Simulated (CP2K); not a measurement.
The O K edge of allyl alcohol was computed by TDDFT (CP2K XAS_TDP, aug-cc-pVDZ, TDA) at these levels: PBE0, PBEh(45%) and PBEh(45%) + GW2X. The first three lines of O4 (bonded to C and H) with a strength over 0.0015, energy in eV and strength:

```csv
run,first,second,third
1,530.09 (0.014),530.88 (0.025),532.02 (0.002)
2,535.43 (0.014),536.22 (0.024),537.37 (0.002)
3,521.37 (0.007),521.98 (0.009),523.85 (0.002)
```

**Question.** Which run is which?

Run 1: PBEh(45%) (45 % exact exchange). Run 2: PBEh(45%) + GW2X (45 % exact exchange). Run 3: PBE0 (25 % exact exchange). Self-interaction lifts the core level, so the uncorrected lines rise with the share of exact exchange. The GW2X run keeps the spacings of its parent: 0.79 eV between the first two lines in run 2, 0.79 eV in run 1. Its shift is +5.34 eV, since the Kohn–Sham level at this share of exchange lies that far above the quasiparticle level.

[Banner, clock and machine lines of the logs are left out without a mark of their own.]

[Logs are printed without paths, hosts, clocks, repeated set-up lines and the standing remarks that a program may print on its own settings, such as how far it seeks lower states.]

[Hosts, paths, dates, database ids (printed as entryN), source tags and the programs' standing remarks are cut or masked in the printed files.]
